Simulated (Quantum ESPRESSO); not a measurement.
# Carrying a functional's shift from two faces of Li to a third

Method. Quantum ESPRESSO 7.5 (pw.x, pp.x), GBRV ultrasoft files, cold smearing of 0.02 Ry; slabs at the tabulated lattice constant, relaxed under PBE by Ansatz 0.2.0; both functionals on the same atoms. Work functions in eV.

```tsv
face	area an atom (Å²)	PBE	PBEsol
(110)	8.61	3.173	3.200
(100)	12.18	2.906	2.930
(111)	21.10	2.880	withheld
```

**Question.** What does PBEsol give for (111)?

**Fit.** The shifts from PBE are 3.200 − 3.173 = +0.027 eV and 2.930 − 2.906 = +0.024 eV, +0.026 eV in the mean. A rigid shift gives 2.880 + (+0.026) = 2.905 eV.

What the calculation gave: 2.904 eV; the estimate misses by +0.002 eV. The shift is rigid within 0.03 eV, so differences between faces carry over.

**Limits.** Thin, unreconstructed slabs; thickness and mesh leave some 0.05 to 0.1 eV open, which largely cancels in the shift.

[Logs are printed without paths, hosts, clocks, repeated set-up lines and the standing remarks that a program may print on its own settings, such as how far it seeks lower states.]
